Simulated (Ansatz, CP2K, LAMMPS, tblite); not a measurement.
## Liquid (Li,K)Br at 1100 K (70 atoms) in CP2K

Wanted: CP2K inputs and outputs for liquid (Li,K)Br at 1100 K (70 atoms), checked against a plane-wave reference.

Main program and level: CP2K 2026.2; the method is named at each step.

### 1. Set-up

The cell holds 70 atoms: 21 Li, 14 K and 35 Br. Its edges and angles: a = 13.599 Å, b = 13.599 Å, c = 13.599 Å, α = 90.0°, β = 90.0°, γ = 90.0°. 70 atoms (21 Li, 14 K, 35 Br) placed at random at 2.3 g/cm³, melted at 1800 K for 10 ps at fixed volume with the Lennard-Jones and Coulomb ion parameters for SPC/E (Joung and Cheatham, J. Phys. Chem. B 112, 9020 (2008)), full charges. Snapshot at the end of a hold of 20 ps at 1100 K and fixed volume.

The yardstick, on the same geometry:

* method: Kohn-Sham DFT, PBE, PAW, plane waves (Ansatz 0.2.0); cutoff 420 eV, Γ point, fermi-dirac smearing of 0.05 eV; PAW set soft_2
* r.m.s. force component: 0.2662 eV/Å
* longest force: 0.8601 eV/Å
* pressure: -0.4257 GPa
* gap (highest filled to lowest empty level): 3.229 eV
* SCF cycles: 7
* time: 25 s on 4 threads of Arm Neoverse V2, shared host
* CPU time: 96 s

### 2. PBE, DZVP-UZH, 800/50 Ry, OT DIIS

Method: Kohn-Sham DFT, PBE, GTH-PBE pseudopotentials, Gaussian and plane waves, DZVP-MOLOPT (UZH set), orbital transformation.

The input, input.inp:

```
&GLOBAL
  PROJECT cell
  RUN_TYPE ENERGY_FORCE
  PRINT_LEVEL LOW
&END GLOBAL
&FORCE_EVAL
  METHOD QS
  STRESS_TENSOR ANALYTICAL
  &DFT
    BASIS_SET_FILE_NAME BASIS_MOLOPT_UZH
    POTENTIAL_FILE_NAME POTENTIAL_UZH
    &MGRID
      CUTOFF 800
      REL_CUTOFF 50
      NGRIDS 5
    &END MGRID
    &QS
      EPS_DEFAULT 1.0E-12
    &END QS
    &SCF
      SCF_GUESS ATOMIC
      EPS_SCF 1.0E-06
      MAX_SCF 30
      &OT
        MINIMIZER DIIS
        PRECONDITIONER FULL_ALL
        ENERGY_GAP 0.001
      &END OT
      &OUTER_SCF
        EPS_SCF 1.0E-06
        MAX_SCF 8
      &END OUTER_SCF
      &PRINT
        &RESTART OFF
        &END RESTART
      &END PRINT
    &END SCF
    &XC
      &XC_FUNCTIONAL PBE
      &END XC_FUNCTIONAL
    &END XC
    &PRINT
      &MULLIKEN ON
      &END MULLIKEN
      &HIRSHFELD ON
        SHAPE_FUNCTION DENSITY
      &END HIRSHFELD
      &MO_CUBES
        NHOMO 1
        NLUMO 4
        WRITE_CUBE F
      &END MO_CUBES
    &END PRINT
  &END DFT
  &SUBSYS
    &CELL
      A 13.59940 0.00000 0.00000
      B 0.00000 13.59940 0.00000
      C 0.00000 0.00000 13.59940
    &END CELL
    &TOPOLOGY
      COORD_FILE_NAME structure.xyz
      COORD_FILE_FORMAT XYZ
    &END TOPOLOGY
    &KIND Li
      BASIS_SET DZVP-MOLOPT-PBE-GTH-q3
      POTENTIAL GTH-PBE-q3
    &END KIND
    &KIND K
      BASIS_SET DZVP-MOLOPT-PBE-GTH-q9
      POTENTIAL GTH-PBE-q9
    &END KIND
    &KIND Br
      BASIS_SET DZVP-MOLOPT-PBE-GTH-q7
      POTENTIAL GTH-PBE-q7
    &END KIND
  &END SUBSYS
  &PRINT
    &FORCES ON
    &END FORCES
    &STRESS_TENSOR ON
    &END STRESS_TENSOR
  &END PRINT
&END FORCE_EVAL
```

The input, structure.xyz:

```xyz
70

Li 7.79545 8.53498 1.88134
Li 13.37039 11.47980 8.60012
Li 6.22064 4.20833 12.87836
Li 13.08181 5.07122 7.95157
Li 11.39426 8.78576 6.70124
Li 8.72973 12.46303 8.71558
Li 13.28797 11.45899 2.69023
Li 2.04644 11.69644 11.91430
Li 1.55944 0.45014 8.36961
Li 7.09263 12.93997 13.43702
Li 2.36861 9.11609 8.46087
Li 6.49902 3.61771 8.08634
Li 2.69091 3.66966 6.57558
Li 6.26157 1.01955 6.09036
Li 9.62362 4.92257 5.28323
Li 4.15094 6.34330 9.89792
Li 2.97133 4.78087 1.06946
Li 5.64946 7.42962 5.45554
Li 5.43486 4.41545 3.64450
Li 10.77412 1.44548 7.48647
Li 3.24862 0.52684 2.68996
K 9.86963 3.02015 11.73492
K 9.89968 7.03021 10.42122
K 13.54704 3.16880 4.18562
K 1.55618 7.54536 4.30761
K 11.55786 6.37567 2.08669
K 0.54398 6.66656 11.72105
K 13.03978 1.05531 0.10254
K 9.64102 11.56819 4.84900
K 8.93630 0.95087 2.52772
K 4.06309 1.44072 11.27853
K 6.45618 10.06818 8.99192
K 10.81424 10.98832 13.49849
K 3.96722 11.72282 5.21959
K 4.50099 9.14464 0.56084
Br 3.82470 4.78767 11.77042
Br 1.06524 11.22780 0.53296
Br 8.16168 12.31616 11.10976
Br 4.47869 12.29903 12.81335
Br 7.06190 1.94907 13.46762
Br 1.43474 6.76951 1.26801
Br 11.78538 4.63468 10.30563
Br 4.65412 7.92301 7.58194
Br 0.34012 2.84758 7.37767
Br 8.25497 1.91901 8.31902
Br 11.90573 6.12068 6.03555
Br 12.66621 9.79089 4.68717
Br 6.24172 4.66650 5.80504
Br 0.15490 9.46056 9.91287
Br 9.02048 7.27459 3.81422
Br 2.82541 4.55118 4.40648
Br 8.01086 11.35305 1.85061
Br 11.29811 12.70973 8.08988
Br 0.96692 13.58825 10.92399
Br 9.55820 9.20407 8.47297
Br 5.71474 5.73663 1.21932
[... 10 atom lines left out ...]
Br 2.22894 2.29952 1.45663
Br 3.89500 8.62093 10.98124
Br 1.49716 12.76766 3.81994
Br 10.07321 2.52636 4.84805
```

The run is started by

```console
OMP_NUM_THREADS=1 cp2k.psmp -i input.inp > output.txt
```

The program printed:

```text
CP2K| version string:                                       CP2K version 2026.2
 CP2K| Input file name                                                 input.inp
 GLOBAL| Basis set file name                                    BASIS_MOLOPT_UZH
 GLOBAL| Potential file name                                       POTENTIAL_UZH
 GLOBAL| Run type                                                   ENERGY_FORCE
 GLOBAL| Total number of message passing processes                             1
 GLOBAL| Number of threads for this process                                    1
 TOTAL NUMBERS AND MAXIMUM NUMBERS
  Total number of            - Atomic kinds:                                   3
                             - Atoms:                                         70
                             - Shell sets:                                    70
                             - Shells:                                       343
                             - Primitive Cartesian functions:                329
                             - Cartesian basis functions:                    826
                             - Spherical basis functions:                    777
  Maximum angular momentum of- Orbital basis functions:                        2
                             - Local part of the GTH pseudopotential:          6
                             - Non-local part of the GTH pseudopotential:      4
 SCF PARAMETERS         Density guess:                                    ATOMIC
                        max_scf:                                              30
                        eps_scf:                                        1.00E-06
                        Outer loop SCF in use
                        eps_scf                                         1.00E-06
                        max_scf                                                8
 Extrapolation method: initial_guess
 Number of electrons:                                                        434
[... lines left out ...]
  Step     Update method      Time    Convergence         Total energy    Change
[... lines left out ...]
  Total energy:                                             -1026.021863
[... lines left out ...]
                                         using   7 DIIS vectors
                                         safer DIIS on
  Preconditioner : FULL_ALL            : diagonalization, state selective
  Precond_solver : DEFAULT
  stepsize       :    0.15000000                  energy_gap     :    0.00100000
  eps_taylor     :   0.10000E-15                  max_taylor     :             4
  ----------------------------------- OT ---------------------------------------
  Step     Update method      Time    Convergence         Total energy    Change
[...]
3 OT DIIS     0.15E+00   15.7     0.00000482     -1026.0226482758 -1.16E-04
     4 OT DIIS     0.15E+00   15.7     0.00000090     -1026.0226484697 -1.94E-07
  *** SCF run converged in     4 steps ***
  Electronic density on regular grids:       -434.0000000000        0.0000000000
  Core density on regular grids:              433.9999999994       -0.0000000006
  Total charge density on r-space grids:       -0.0000000005
  Total charge density g-space grids:          -0.0000000005
  Overlap energy of the core charge distribution:               1.102e-10
  Self energy of the core charge distribution:              -1945.754428
  Core Hamiltonian energy:                                    422.231254
  Hartree energy:                                             689.666365
  Exchange-correlation energy:                               -192.165840
  Total energy:                                             -1026.022648
  outer SCF iter =    2 RMS gradient =   0.90E-06 energy =      -1026.0226484697
  outer SCF loop converged in   2 iterations or   34 steps
 !-----------------------------------------------------------------------------!
                     Mulliken Population Analysis
 #  Atom  Element  Kind  Atomic population                           Net charge
       1     Li       1          2.376876                              0.623124
       2     Li       1          2.478378                              0.521622
       3     Li       1          2.460318                              0.539682
[...]
69     Br       3          7.531683                             -0.531683
      70     Br       3          7.584886                             -0.584886
 # Total charge                            434.000000                  0.000000
 !-----------------------------------------------------------------------------!
 !-----------------------------------------------------------------------------!
                           Hirshfeld Charges
  #Atom  Element  Kind  Ref Charge     Population                    Net charge
      1       Li     1       3.000          2.779                         0.221
      2       Li     1       3.000          2.841                         0.159
      3       Li     1       3.000          2.838                         0.162
[...]
69       Br     3       7.000          7.253                        -0.253
     70       Br     3       7.000          7.230                        -0.230
  Total Charge                                                           -0.000
 !-----------------------------------------------------------------------------!
  Eigenvalues of the occupied subspace spin            1
      -1.72204667     -1.71880678     -1.71160106     -1.70640842
      -1.70258047     -1.70213150     -1.69440444     -1.69004683
      -1.68849338     -1.68775187     -1.68499629     -1.68419085
[...]
-0.02758024     -0.02699667     -0.02598779     -0.02307337
      -0.02118503
 Fermi Energy [eV] :   -0.576474
  Using OT eigensolver for additional unoccupied orbitals spin            1
  Lowest Eigenvalues of the unoccupied subspace spin            1
 OT| Eigensolver reached convergence in 213 iterations
       0.09424321      0.12860758      0.13115225      0.14252772
 HOMO - LUMO gap [eV] :    3.140962
 ENERGY| Total FORCE_EVAL ( QS ) energy [hartree]          -1026.022648
 FORCES| Atomic forces [hartree/bohr]
 FORCES|   Atom     x               y               z               |f|
 FORCES|      1  1.21212014E-02 -4.07165595E-03  1.34187676E-03   1.28570035E-02
 FORCES|      2  3.27766945E-03 -4.78565231E-03  4.93841677E-03   7.61797514E-03
 FORCES|      3 -4.82534039E-03  7.45123397E-03 -5.70246919E-03   1.05509693E-02
[...]
FORCES|     69  2.21333984E-03  8.07738954E-03  4.58386988E-03   9.54751057E-03
 FORCES|     70  6.14708573E-03  1.80671033E-03  1.05294420E-02   1.23255837E-02
 FORCES| Sum     2.88551114E-06  7.78457113E-06 -1.25241813E-05
 FORCES| Total atomic force                                       1.50260054E-05
 STRESS| Analytical stress tensor [bar]
 STRESS|                        x                   y                   z
 STRESS|      x       -4.49225909371E+03  -1.30723253331E+02   1.05120796439E+03
 STRESS|      y       -1.30723253331E+02  -2.68516245117E+02   6.91497999678E+02
 STRESS|      z        1.05120796439E+03   6.91497999678E+02  -1.70153681247E+03
 STRESS| 1/3 Trace                                            -2.15410405043E+03
```

It took 9.6 min on 1 thread of Arm Neoverse V2, shared host; peak memory 4.5 GiB.

Banners and routine set-up lines are dropped from the logs; longer cuts are marked.

Against the reference:

```
r.m.s. force component                           : 0.2827 eV/Å
r.m.s. difference of force components            : 33.32 meV/Å
longest difference of force vectors              : 121.3 meV/Å
force difference over r.m.s. force               : 12.52 %
slope of forces against the reference's          : 1.056
correlation of force components                  : 0.9944
gap (highest filled to lowest empty level) : 3.141 eV
gap difference                                   : -0.0883 eV
pressure                                         : -0.2154 GPa
pressure difference                              : 0.2103 GPa
```

Length of the force difference by element (eV/Å):

```
element  atoms   mean   most
     Br     35  0.048  0.082
      K     14  0.043  0.079
     Li     21  0.067   0.12
```

A closer look about Br58, whose charge lies farthest from its element's mean: 9 atoms, nearest first, numbered in the order of the input, with positions taken from that point.

```
atom      x      y      z  distance (Å)  bonds  Hirshfeld charge (e)     Fx     Fy  Fz (eV/Å)
Br58   0.00   0.00   0.00          0.00      4                 -0.30  -0.24  -0.35      -0.14
 K26  -0.10   2.80   0.97          2.97      4                  0.28   0.05   0.47       0.07
 K28   1.38  -2.52  -1.01          3.04      4                  0.31   0.60  -0.18       0.06
 K22  -1.79  -0.55  -2.98          3.52      4                  0.33  -0.73  -0.27       0.19
 K24   1.89  -0.40   3.07          3.63      5                  0.30  -0.23  -0.29      -0.35
 K30  -2.72  -2.62   1.41          4.03      5                  0.26  -0.70   0.51      -0.28
Br70  -1.58  -1.04   3.73          4.19      4                 -0.23   0.32   0.09       0.54
Br63  -0.20  -4.11   1.39          4.35      5                 -0.22   0.25  -0.21      -0.24
Br67   4.17  -1.27   0.34          4.37      4                 -0.22  -0.14   0.32      -0.35
```

Forces lie 13 % from the reference's, at 6.0 times its CPU time (on 1 against 4 cores).

### 3. RPBE, PBE potentials, DZVP-UZH, 800/50 Ry, OT DIIS

Method: Kohn-Sham DFT, RPBE, GTH-PBE pseudopotentials, Gaussian and plane waves, DZVP-MOLOPT (UZH set), orbital transformation.

input.inp: that of step 2 with these lines changed.

```diff
@@ -38,3 +38,7 @@
     &XC
-      &XC_FUNCTIONAL PBE
+      &XC_FUNCTIONAL
+        &GGA_X_RPBE
+        &END GGA_X_RPBE
+        &GGA_C_PBE
+        &END GGA_C_PBE
       &END XC_FUNCTIONAL
```

structure.xyz is that of step 2.

The program printed:

```text
CP2K| version string:                                       CP2K version 2026.2
 CP2K| Input file name                                                 input.inp
 GLOBAL| Basis set file name                                    BASIS_MOLOPT_UZH
 GLOBAL| Potential file name                                       POTENTIAL_UZH
 GLOBAL| Run type                                                   ENERGY_FORCE
 GLOBAL| Total number of message passing processes                             1
 GLOBAL| Number of threads for this process                                    1
[... lines left out ...]
 Number of electrons:                                                        434
[... lines left out ...]
  Step     Update method      Time    Convergence         Total energy    Change
[... lines left out ...]
  Total energy:                                             -1027.670378
[... lines left out ...]
  Step     Update method      Time    Convergence         Total energy    Change
[... lines left out ...]
  *** SCF run converged in     4 steps ***
[... lines left out ...]
  Total energy:                                             -1027.671121
[... lines left out ...]
  outer SCF loop converged in   2 iterations or   34 steps
[... lines left out ...]
 Fermi Energy [eV] :   -0.470371
  Using OT eigensolver for additional unoccupied orbitals spin            1
  Lowest Eigenvalues of the unoccupied subspace spin            1
 OT| Eigensolver reached convergence in 243 iterations
       0.10520600      0.13538943      0.14110746      0.15393125
 HOMO - LUMO gap [eV] :    3.333172
 ENERGY| Total FORCE_EVAL ( QS ) energy [hartree]          -1027.671121
 FORCES| Atomic forces [hartree/bohr]
 FORCES|   Atom     x               y               z               |f|
 FORCES|      1  1.20646121E-02 -4.03594234E-03  1.25423105E-03   1.27834577E-02
 FORCES|      2  3.24569458E-03 -4.74744222E-03  5.00611850E-03   7.62456316E-03
 FORCES|      3 -4.73759181E-03  7.65949155E-03 -5.86744662E-03   1.07489310E-02
[...]
FORCES|     69  1.82235265E-03  9.01508495E-03  5.26408614E-03   1.05973265E-02
 FORCES|     70  6.15396015E-03  2.11403120E-03  1.14254541E-02   1.31484355E-02
 FORCES| Sum    -8.33335235E-06 -1.58908322E-06 -5.12266653E-05
 FORCES| Total atomic force                                       5.19243794E-05
 STRESS| Analytical stress tensor [bar]
 STRESS|                        x                   y                   z
 STRESS|      x        3.80900390386E+03  -1.87193409288E+02   9.89541531266E+02
 STRESS|      y       -1.87193409288E+02   8.12217211651E+03   5.68512066138E+02
 STRESS|      z        9.89541531266E+02   5.68512066138E+02   6.78039191677E+03
 STRESS| 1/3 Trace                                             6.23718931238E+03
```

Run time: 9.7 min. Hardware: 1 thread; peak memory 4.5 GiB.

Numbers from this run, and their distance from the reference:

```yaml
r_m_s_force_component: 0.2993 eV/Å
r_m_s_difference_of_force_components: 50.33 meV/Å
longest_difference_of_force_vectors: 139.4 meV/Å
force_difference_over_r_m_s_force: 18.9 %
slope_of_forces_against_the_reference_s: 1.114
correlation_of_force_components: 0.9909
spacing_of_highest_filled_and_lowest_empty_level: 3.333 eV
gap_difference: 0.1039 eV
pressure: 0.6237 GPa
pressure_difference: 1.049 GPa
```

Against the first run (13 %), the force difference from the reference is 19 %, at 1.0 times the CPU time; the model has changed, so this is no error of the program alone.

(Continued in part 2 of 3.)

[Long decimals in the printed logs are rounded to 6 places.]

[Also dropped from logs without a mark: lines with file paths, logging warnings of Python, QE's lines on negative density and diagonalisation, SIESTA's first energy breakdown, zero terms and Voronoi charges.]

[Logs are printed without paths, hosts, clocks, repeated set-up lines and the standing remarks that a program may print on its own settings, such as how far it seeks lower states.]

[Hosts, paths, dates, database ids (printed as entryN), source tags and the programs' standing remarks are cut or masked in the printed files.]

[Most failed runs of this program on this cell are left out, timed-out ones always.]
